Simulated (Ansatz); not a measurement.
# Y2NOF MXene monolayer in a perpendicular field

Wanted: the out-of-plane response of the Y2NOF MXene monolayer. A positive field points along +c.

Program: Ansatz 0.2.0. Level of theory: plane-wave DFT, PBEsol-D3(BJ), Ansatz PAW. Results are calculated unless marked as measured.

Most raw output is cut from this account.

## 1. The starting structure

The cell holds 5 atoms: 1 F, 2 Y, 1 N and 1 O. Its edges and angles: a = 3.406 Å, b = 3.406 Å, c = 41.364 Å, α = 90.0°, β = 90.0°, γ = 120.0°. Vacuum lies along c.

## 2. Relaxation

The starting cell is a guess, so the in-plane lattice and the atoms are relaxed first, with the slab cut off from its images along the normal.

The input, input.yaml:

```yaml
crystal:
  lattice:
    - [3.40626, 0.0, 0.0]
    - [-1.70313, 2.9499076919, 0.0]
    - [0.0, 0.0, 41.3643051497]
  atoms:
    - { symbol: F, position: [0.3333333333, 0.6666666667, 0.4375753427] }
    - { symbol: "Y", position: [0.6666666667, 0.3333333333, 0.4654648697] }
    - { symbol: "N", position: [0.0, 0.0, 0.4979571222] }
    - { symbol: "Y", position: [0.3333333333, 0.6666666667, 0.5304493747] }
    - { symbol: O, position: [0.6666666667, 0.3333333333, 0.5624246573] }
  periodic: [true, true, false]
kpoints:
  mp_grid: { grid: [12, 12, 1] }
hamiltonian:
  xc: pbesol
  dispersion: d3bj
scf:
  occupations: { method: fermi_dirac, width: 0.05 }
  convergence: { dr2_threshold: 1.0e-09 }
relax:
  f_tol: 0.004
  max_steps: 90
  cell: {}
output:
  write_potential: true
  write_density: true
  volumetric_format: npy
```

Started as:

```console
> ansatz run input.yaml --threads 2 --pin off --max-ram 3072MiB --backend cpu --events-out ev --progress --plain --runs-dir out
```

The job ended after 2.3 min (2 threads of Arm Neoverse V1, shared host; peak memory 0.67 GiB; 4.6 min of CPU time).

The steps of the relaxation:

```
step  energy less that of the first step (eV)  largest force component (eV/Å)  volume (Å³)
   1                                   0.0000                          6.9060       415.63
   2                                  -1.6934                          2.6592       416.35
   3                                  -2.0258                          0.5033       421.39
   4                                  -2.0532                          0.3701       433.71
   5                                  -2.0617                          0.0762       432.57
   6                                  -2.0624                          0.0188       432.68
   7                                  -2.0622                          0.0068       433.06
   8                                  -2.0623                          0.0007       432.91
  9*                                  -2.0736                          0.0003       432.91
  10                                  -2.0734                          0.0017       433.70
 11*                                  -2.0737                          0.0018       433.70
```

Relaxation steps marked * repeat the geometry before them on a plane-wave basis chosen anew for their cell, so energy and pressure can jump there.

Forces are held to the 6 operations that the run works with; a distortion that breaks them can't arise in this run.

```csv
cell as run,before,after,change
a (Å),3.406,3.480,+2.2 %
b (Å),3.406,3.480,+2.2 %
```

The atoms that moved most (Å, along periodic axes as changes of fractional coordinates times the final cell, across vacuum about the mean position):

| atom | dx | dy | dz | length |
| --- | --- | --- | --- | --- |
| O5 | 0.000 | 0.000 | -0.351 | 0.351 |
| Y4 | 0.000 | 0.000 | 0.248 | 0.248 |
| Y2 | 0.000 | 0.000 | 0.129 | 0.129 |
| N3 | 0.000 | 0.000 | -0.110 | 0.110 |
| F1 | 0.000 | 0.000 | 0.085 | 0.085 |

The relaxed structure:

```cif
data_structure
_symmetry_space_group_name_H-M 'P 1'
_symmetry_Int_Tables_number 1
_cell_length_a 3.4795
_cell_length_b 3.4795
_cell_length_c 41.3643
_cell_angle_alpha 90.000
_cell_angle_beta 90.000
_cell_angle_gamma 120.000
_cell_volume 433.70
loop_
_atom_site_label
_atom_site_type_symbol
_atom_site_fract_x
_atom_site_fract_y
_atom_site_fract_z
_atom_site_occupancy
F1 F 0.33333 0.66667 0.43962 1
Y2 Y 0.66667 0.33333 0.46858 1
N3 N 0.00000 0.00000 0.49530 1
Y4 Y 0.33333 0.66667 0.53644 1
O5 O 0.66667 0.33333 0.55393 1
```

Numbers from this step:

* gap on the k-mesh: 3.852 eV

The lattice constant a goes from 3.406 to 3.480 Å.

## 3. Single point, field 0, start network

A sawtooth potential applies the field, turning back in the middle of the vacuum. With the dipole correction the typed value is the field outside the slab. The induced dipole is small, so the SCF threshold is tight.

The cell differs from the one that the last finished run ended in (c 41.364 → 22.728 Å).

The input, input.yaml:

```yaml
crystal:
  lattice:
    - [3.4795011071, 0.0, 0.0]
    - [-1.7397505535, 3.0133363512, 0.0]
    - [0.0, 0.0, 22.7281990952]
  atoms:
    - { symbol: F, position: [0.3333333333, 0.6666666667, 0.3959838596] }
    - { symbol: "Y", position: [0.6666666667, 0.3333333333, 0.448682336] }
    - { symbol: "N", position: [0.0, 0.0, 0.4973126096] }
    - { symbol: "Y", position: [0.3333333333, 0.6666666667, 0.5721905234] }
    - { symbol: O, position: [0.6666666667, 0.3333333333, 0.6040161404] }
kpoints:
  mp_grid: { grid: [18, 18, 1] }
  band_path:
    path: [[0, 0, 0], [0.5, 0, 0], [0.33333333, 0.33333333, 0], [0, 0, 0]]
    npoints: 16
hamiltonian:
  xc: pbesol
  dispersion: d3bj
scf:
  occupations: { method: fermi_dirac, width: 0.05 }
  convergence: { dr2_threshold: 1.0e-10 }
efield:
  axis: 3
  dipole_correction: true
  ramp_position: 0.97
  ramp_width: 0.06
  amplitude: 0
output:
  dos: { projected: true, e_range: [-6, 5] }
  bader: true
  write_potential: true
  write_density: true
  volumetric_format: npy
  elf: true
```

Run time: 40 s. Hardware: 2 threads; peak memory 0.57 GiB.

Numbers from this step:

```
dipole along the normal            : -0.06002 e·Å
gap along the path                 : 3.852 eV
smallest direct gap along the path : 3.944 eV
step between the vacuum levels     : 1.036 eV
ionisation energy, upper face      : 6.763 eV
electron affinity, upper face      : 2.911 eV
ionisation energy, lower face      : 5.727 eV
gap, the smaller of path and mesh  : 3.852 eV
```

Running mean over a fixed 2.7 Å (it still follows the layers) of the planar mean; the ramp of the sawtooth is left out. The electron's electrostatic potential energy less the Fermi level by z:

z (Å), electron's electrostatic potential energy less the Fermi level (eV) and a bar from the least value:
```
        3       3.76 ############################
        4       3.76 ############################
        5       3.76 ############################
        6       3.76 ############################
        7       3.61 ###########################
        8       0.85 ######################
        9      -4.79 #########
       10      -9.16 
       11      -8.07 ##
       12      -7.81 ###
       13      -7.80 ###
       14      -4.73 ##########
       15       1.97 ########################
       16       4.67 ##############################
       17       4.79 ##############################
       18       4.80 ##############################
       19       4.80 ##############################
```

The density of states has structure finer than the step of the table below, so its rows give means over 0.5 eV, whole bins alone (the curve runs from -6 to 3.26 eV). Peaks (eV: height): -4.24: 11.0, -3.16: 10.8, -2.86: 15.3, -2.17: 21.5, -2.03: 29.1, 2.35: 6.36, 2.96: 4.28.

Table of density of states by energy, zero at the Fermi level of the run, which the smearing sets inside the gap; means over each step:

energy (eV), density of states (states/eV a cell) and a bar:
```
     -5.0        0.0 
     -4.5        1.7 #######
     -4.0        3.2 #############
     -3.5        4.2 #################
     -3.0        5.9 ########################
     -2.5        1.7 #######
     -2.0        7.3 ##############################
     -1.5        0.0 
     -1.0        0.0 
     -0.5        0.0 
      0.0        0.0 
      0.5        0.0 
      1.0        0.0 
      1.5        0.0 
      2.0        2.0 ########
      2.5        2.0 ########
      3.0        2.6 ###########
```

Projected DOS per atom over height of the atomic layer and energy from the Fermi level. Layers: F Y N Y O from below.

Ten even steps from '0' (0.00 states/eV) to '9' (4.53 states/eV), each cell a mean:
```
03010
01000
04010
00000
00000
00000
00000
00000
00000
00000
00000
00000
02903
00201
01412
00127
00014
00124
00000
00000
00000
00000
```
Columns: height of the atomic layer (Å) from 9 to 13.7 (not evenly spaced); rows upwards: energy from the Fermi level (eV) from -5.96 to 3.22.

Electronic bands along the path, in eV, zero at the Fermi level of the run, which the smearing sets inside the gap:

| point | band 17 | band 18 | band 19 | band 20 | band 21 | band 22 | band 23 | band 24 |
| --- | --- | --- | --- | --- | --- | --- | --- | --- |
| Γ | -3.98 | -2.46 | -2.00 | -2.00 | 2.22 | 3.07 | 3.07 | 3.54 |
| halfway | -3.48 | -2.80 | -2.10 | -2.04 | 2.11 | 3.19 | 3.62 | 3.86 |
| M | -2.91 | -2.81 | -2.28 | -2.05 | 1.89 | 4.02 | 4.52 | 4.72 |
| halfway | -3.07 | -2.88 | -2.31 | -2.00 | 2.20 | 3.66 | 4.03 | 4.34 |
| K | -3.32 | -2.78 | -2.41 | -1.96 | 2.83 | 3.12 | 3.36 | 4.22 |
| halfway | -3.34 | -2.82 | -2.21 | -1.99 | 2.42 | 2.73 | 3.78 | 4.26 |
| Γ | -3.98 | -2.46 | -2.00 | -2.00 | 2.22 | 3.07 | 3.07 | 3.54 |

Valence density in the ca plane at fractional y = 0.333, with atoms of Y and O within 0.2 Å of it. It is the smooth field of the valence electrons, not physical close to the nuclei.

Ten steps, logarithmic in the rise over the least value, from '0' (0.0 e/Å³) to '9' (6.9 e/Å³), each cell a mean:
```
00000000000000000001124554322223454310000000
00000000000000000000147887421124687521000000
00000000000000000000258888521135899731000000
00000000000000000000257887521125798631000000
00000000000000000000136776321123566420000000
00000000000000000001223443332223333210000000
00000000000000000012222223333334321100000000
00000000000000000012332223333334421000000000
00000000000000000011222233333233332100000000
```
Columns run along c (16.0 Å, from fractional 0.07 to 0.77 of the cell), rows up along a (3.5 Å). Atoms in or near the plane, at fractional coordinates: Y at (0.45, 0.67), O at (0.60, 0.67).

ELF in the ca plane at fractional y = 0.333, with atoms of Y and O within 0.2 Å of it. It is the smooth field of the valence electrons, not physical close to the nuclei.

Values, 5 rows by 16 columns, each cell a mean:
```
0.00 0.00 0.00 0.00 0.00 0.03 0.18 0.69 0.32 0.13 0.44 0.71 0.30 0.02 0.00 0.00
0.00 0.00 0.00 0.00 0.00 0.00 0.38 0.68 0.53 0.13 0.67 0.67 0.40 0.04 0.00 0.00
0.00 0.00 0.00 0.00 0.00 0.03 0.19 0.71 0.34 0.12 0.47 0.72 0.31 0.02 0.00 0.00
0.00 0.00 0.00 0.00 0.01 0.18 0.30 0.13 0.50 0.26 0.24 0.15 0.06 0.00 0.00 0.00
0.00 0.00 0.00 0.00 0.01 0.19 0.32 0.12 0.52 0.27 0.25 0.12 0.05 0.00 0.00 0.00
```
Columns run along c (16.0 Å, from fractional 0.12 to 0.82 of the cell), rows up along a (3.5 Å). Atoms in or near the plane, at fractional coordinates: Y at (0.45, 0.67), O at (0.60, 0.67).

Electrostatic potential energy in the ca plane at fractional y = 0.333, with atoms of Y and O within 0.2 Å of it. With pseudopotentials it is smooth inside the atoms' cores, unlike the true potential.

Ten even steps from '0' (-45 eV) to '9' (5 eV), each cell a mean:
```
99999999999999999876446899988889999999999999
99999999999999999861001689998524999999999999
99999999999999998740000489997100799999999999
99999999999999998850000589998201899999999999
99999999999999999873113789998767999999999999
99999999999999999987667899888889999999999999
99999999999999999998889999876788999999999999
99999999999999999999899999876678999999999999
99999999999999999988888999877789999999999999
```
Columns run along c (16.0 Å, from fractional 0.12 to 0.82 of the cell; values clipped at the 3rd and 97th percentile), rows up along a (3.5 Å). Atoms in or near the plane, at fractional coordinates: Y at (0.45, 0.67), O at (0.60, 0.67).

The gap is 3.85 eV, with the valence edge 6.76 eV and the conduction edge 2.91 eV under the upper vacuum level.

## 4. Single point, field 0.03 V/Å

Edit input.yaml of step 3 so:

```diff
@@ -27,6 +27,4 @@
   ramp_width: 0.06
-  amplitude: 0
+  amplitude: 0.03
 output:
-  dos: { projected: true, e_range: [-6, 5] }
-  bader: true
   write_potential: true
@@ -34,2 +32 @@
   volumetric_format: npy
-  elf: true
```

Wall time 27 s (2 threads); peak memory 0.56 GiB.

The dipole is -0.0513 e·Å, 0.00875 e·Å from its value without field, and the gap 3.846 eV.

## 5. Atoms held, field -0.03 V/Å

Edit input.yaml of step 4 so:

```diff
@@ -27,3 +27,3 @@
   ramp_width: 0.06
-  amplitude: 0.03
+  amplitude: -0.03
 output:
```

Run time: 26 s. Hardware: 2 threads; peak memory 0.56 GiB; 52 s of CPU time.

The dipole is -0.0688 e·Å, -0.00875 e·Å from its value without field, and the gap 3.858 eV.

## 6. Single point, field 0.15 V/Å

Edit input.yaml of step 5 so:

```diff
@@ -25,5 +25,5 @@
   dipole_correction: true
-  ramp_position: 0.97
-  ramp_width: 0.06
-  amplitude: -0.03
+  ramp_position: 0.9506
+  ramp_width: 0.1197
+  amplitude: 0.15
 output:
```

It took 29 s on 2 threads; peak memory 0.56 GiB; 57 s of CPU time.

The dipole is -0.0163 e·Å, 0.0437 e·Å from its value without field, and the gap 3.821 eV.

## 7. Atoms held, field 0.25 V/Å

Edit input.yaml of step 6 so:

```diff
@@ -27,3 +27,3 @@
   ramp_width: 0.1197
-  amplitude: 0.15
+  amplitude: 0.25
 output:
```

Elapsed: 30 s, on 2 threads; peak memory 0.56 GiB; 59 s of CPU time.

The dipole is 0.0128 e·Å, 0.0729 e·Å from its value without field, and the gap 3.798 eV.

## 8. Single point, field -0.25 V/Å

Edit input.yaml of step 7 so:

```diff
@@ -27,4 +27,6 @@
   ramp_width: 0.1197
-  amplitude: 0.25
+  amplitude: -0.25
 output:
+  dos: { projected: true, e_range: [-6, 5] }
+  bader: true
   write_potential: true
@@ -32 +34,2 @@
   volumetric_format: npy
+  elf: true
```

Wall time 47 s (2 threads); peak memory 0.55 GiB; 92 s of CPU time.

The dipole is -0.133 e·Å, -0.0729 e·Å from its value without field, and the gap 3.894 eV.

## 9. Response, atoms held

This step: plane-wave DFT, PBEsol-D3(BJ), Ansatz PAW; response to a field along the normal, atoms held (Ansatz 0.2.0).

The dipoles give the slope, and the difference of two potentials shows where the field is screened.

Numbers from this step:

* equivalent conductor thickness p/(ε₀AE): 5.032 Å
* distance between the outer atoms: 4.728 Å

Table of dipole of the cell by applied field:

| applied field (V/Å) | dipole of the cell (e·Å) |
| --- | --- |
| -0.250 | -0.133 |
| -0.030 | -0.0688 |
| 0.000 | -0.0600 |
| 0.030 | -0.0513 |
| 0.150 | -0.0163 |
| 0.250 | 0.0128 |

Local field over the applied field, running mean. From the potentials at -0.03 and 0.03 V/Å; running mean over 2.5 Å. The local field over applied field by z:

| z (Å) | local field over applied field |
| --- | --- |
| 4.5 | 1.000 |
| 5.0 | 1.000 |
| 5.5 | 0.999 |
| 6.0 | 0.995 |
| 6.5 | 0.983 |
| 7.0 | 0.946 |
| 7.5 | 0.866 |
| 8.0 | 0.756 |
| 8.5 | 0.625 |
| 9.0 | 0.484 |
| 9.5 | 0.346 |
| 10.0 | 0.246 |
| 10.5 | 0.179 |
| 11.0 | 0.153 |
| 11.5 | 0.153 |
| 12.0 | 0.159 |
| 12.5 | 0.172 |
| 13.0 | 0.210 |
| 13.5 | 0.280 |
| 14.0 | 0.391 |
| 14.5 | 0.544 |
| 15.0 | 0.706 |
| 15.5 | 0.844 |
| 16.0 | 0.935 |
| 16.5 | 0.977 |
| 17.0 | 0.993 |
| 17.5 | 0.998 |
| 18.0 | 0.999 |
| 18.5 | 1.000 |

The induced electron density oscillates, so the rows of the table below give means over windows of 0.5 Å about each position, cut where the curve ends. Its maxima inside the range that stand out by 2 % of the span (Å: e/Å³ per V/Å): 8.38: 0.00287, 9.09: 0.00177, 10.23: 0.00136, 11.36: 1.7e-4, 12.78: 0.00128, 13.92: -0.00128. Its minima: 8.81: 0.00101, 9.52: 7.9e-4, 11.08: -3.9e-4, 11.93: -0.00152, 13.64: -0.00170, 14.49: -0.00339.

Electrons, planar mean, per unit field. Induced electron density against z; means over each step:

```
z (Å)  induced electron density (e/Å³ per V/Å)
  4.5                                   4.4e-7
  5.0                                   1.5e-6
  5.5                                   5.7e-6
  6.0                                   2.0e-5
  6.5                                   7.4e-5
  7.0                                   2.5e-4
  7.5                                   7.9e-4
  8.0                                  0.00198
  8.5                                  0.00236
  9.0                                  0.00142
  9.5                                  0.00101
 10.0                                  0.00118
 10.5                                   8.9e-4
 11.0                                  -1.3e-4
 11.5                                  -2.6e-4
 12.0                                 -0.00124
 12.5                                   4.4e-4
 13.0                                   8.8e-4
 13.5                                 -0.00116
 14.0                                 -0.00185
 14.5                                 -0.00319
 15.0                                 -0.00211
 15.5                                  -9.1e-4
 16.0                                  -3.2e-4
 16.5                                  -1.1e-4
 17.0                                  -3.2e-5
 17.5                                  -9.5e-6
 18.0                                  -2.6e-6
 18.5                                  -8.7e-7
```

The smaller of the gaps on the path and on the k-mesh, counted as 0 under 0.03 eV; in a wide-gap layer a fall can come from a state in the tilted vacuum. Table of gap by applied field:

```
applied field (V/Å)  gap (eV)
             -0.250      3.89
             -0.030      3.86
              0.000      3.85
              0.030      3.85
              0.150      3.82
              0.250      3.80
```

By hand: between -0.03 and 0.03 V/Å the dipole changes by 0.01750 e·Å, a slope of 0.2916 e·Å²/V. A perfect conductor of thickness t has p = ε₀AEt, so t = 180.95 × 0.2916 / 10.485 = 5.03 Å (e/ε₀ = 180.95 V·Å, A in Å²).

The induced dipole is that of a conductor 5.03 Å thick.

## 10. A changed input

This step: plane-wave DFT, PBEsol-D3(BJ), Ansatz PAW (Ansatz 0.2.0).

An input spoilt on purpose, to show how the run answers: it repeats the earlier run at 0.03 V/Å with efield.amplitude from 0.03 to 0 and efield.dipole_correction from true to false, and scf.max_iter set to 75.

Edit input.yaml of step 8 so:

```diff
@@ -22,11 +22,10 @@
   convergence: { dr2_threshold: 1.0e-10 }
+  max_iter: 75
 efield:
   axis: 3
-  dipole_correction: true
-  ramp_position: 0.9506
-  ramp_width: 0.1197
-  amplitude: -0.25
+  dipole_correction: false
+  ramp_position: 0.97
+  ramp_width: 0.06
+  amplitude: 0
 output:
-  dos: { projected: true, e_range: [-6, 5] }
-  bader: true
   write_potential: true
@@ -34,2 +33 @@
   volumetric_format: npy
-  elf: true
```

Run time: 0.03 s. Hardware: 2 threads; peak memory 0.031 GiB.

The program refused the input before any cycle.

The program's message: “Error: invalid value for `efield.amplitude`: is zero with dipole_correction: false — the section would apply nothing; set a non-zero amplitude, enable dipole_correction, or remove the block”

The fault put into the input: a field block that applies nothing.

## 11. Varying the input

An input spoilt on purpose, to show how the run answers: it repeats the earlier run at 0.03 V/Å with efield.axis from 3 to 0, and scf.max_iter set to 75.

Edit input.yaml of step 10 so:

```diff
@@ -24,7 +24,7 @@
 efield:
-  axis: 3
-  dipole_correction: false
+  axis: 0
+  dipole_correction: true
   ramp_position: 0.97
   ramp_width: 0.06
-  amplitude: 0
+  amplitude: 0.03
 output:
```

Elapsed: 0.03 s, on 2 threads; peak memory 0.031 GiB.

The program refused the input before any cycle.

The program's message: “Error: invalid value for `efield.axis`: must be in [1, 3]; got 0”

The fault put into the input: an axis of 0, outside the range 1 to 3.

## 12. What came out

- gap without field: 3.85 eV
- ionisation energy, upper face: 6.76 eV
- electron affinity, upper face: 2.91 eV
- step between the vacuum levels: 1.04 eV
- equivalent conductor thickness, atoms held: 5.03 Å

**Reading.** The induced dipole equals that of a perfect conductor 5.03 Å thick, while the outer atoms lie 4.73 Å apart; an out-of-plane ε follows only once a thickness t is chosen, by 1 − 1/ε = 5.03 Å / t. The two faces differ: the vacuum level above lies 1.04 eV higher than the one below. The gap goes from 3.85 eV to 3.89 eV at -0.25 V/Å. With the field reversed the gap is 3.80 eV at 0.25 V/Å. Semilocal functionals give gaps that are too small, and excitons are not included. Spin-orbit coupling is left out. The MXene's terminations sit over the metal atoms of its far layer; the site over carbon or nitrogen, which some compounds prefer, was not run. With this functional, D3(BJ) tends to leave the relaxed cell short of measured lattice constants, by some per cent.

[Logs are printed without paths, hosts, clocks, repeated set-up lines and the standing remarks that a program may print on its own settings, such as how far it seeks lower states.]

[Hosts, paths, dates, database ids (printed as entryN), source tags and the programs' standing remarks are cut or masked in the printed files.]

[Maps of the electrostatic potential energy from Ansatz leave out the sawtooth potential of an applied field or a dipole correction, so their vacuum need not be flat; planar profiles and work functions include it.]

[The density of states shown here was stored with 400 of the rows of the run's finer table, so its peaks can read low, often by over a quarter, or be missed, and its means over a window can be off by a tenth or more.]
